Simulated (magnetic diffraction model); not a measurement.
# Pr3Ru4: the ordered moment from one line

Space group R-3 (no. 148), a = 13.6580 Å, c = 5.7940 Å.

```
site  atom       x       y       z
 18f    Pr  0.5005  0.6212  0.8976
  3a    Ru       0       0       0
 18f    Ru  0.7229  0.7826  0.7204
  3b    Ru       0       0     1/2
```

The compound is invented for this exercise: a known structure type with other elements, its cell scaled to their sizes and not relaxed.

Only Pr is taken to order (form factors of Pr3+); orders and moment sizes are assumed, and not adapted to the symmetry. Radiation: neutrons of λ = 2.36 Å, 8° to 50°; isotropic B of 0.52 Å² (Pr) and 0.55 Å² (Ru). Simulated constant-wavelength pattern: nuclear and magnetic terms add, the magnetic one as |2.695 fm × Σ f S⊥ exp(2πi Q·r) exp(−B s²)|², summed over all Q at one angle with the factor 1/(sin²θ cos θ). For collinear order S is the moment m, which repeats by lattice and centring translations R with the sign exp(−2πi k·R). Free-ion form factors, Sears's scattering lengths of 1992, no absorption; a label names one of the reflections at its angle. The strongest nuclear line in the range is 100, and lines under 0.2 are left out.

In a first state the assumed order is k = (0 0 0), collinear moments along [120], 2.2 μB on Pr; signs + at (0.5005, 0.6212, 0.8976), + at (0.1662, 0.7121, 0.4357), + at (0.7121, 0.5460, 0.5643), + at (0.7874, 0.8328, 0.2309), − at (0.8793, 0.5005, 0.1024), − at (0.9545, 0.7874, 0.7691), with this pattern:

```tsv
2θ (°)	index	nuclear	magnetic
19.90	(1 1 0)	0.0	107.1
26.21	(1 0 1)	2.9	95.2
33.13	(0 2 1)	18.3	22.6
34.83	(3 0 0)	21.7	30.9
38.95	(2 1 1)	27.8	34.2
40.44	(2 2 0)	10.4	15.9
48.83	(1 3 1)	100.0	29.5
49.59	(0 1 2)	15.5	15.0
```

**Question.** Nearer the ordering temperature the line at 19.90° has total intensity 9.7 on the same scale, and all moments have shrunk alike. How large is the Pr moment?

The nuclear part, 0.0, stays, so the magnetic part is 9.6 against 107.1. It goes as m², so m = 2.2 × √(9.6/107.1) = 0.66 μB; the value used was 0.66 μB.

[Logs are printed without paths, hosts, clocks, repeated set-up lines and the standing remarks that a program may print on its own settings, such as how far it seeks lower states.]
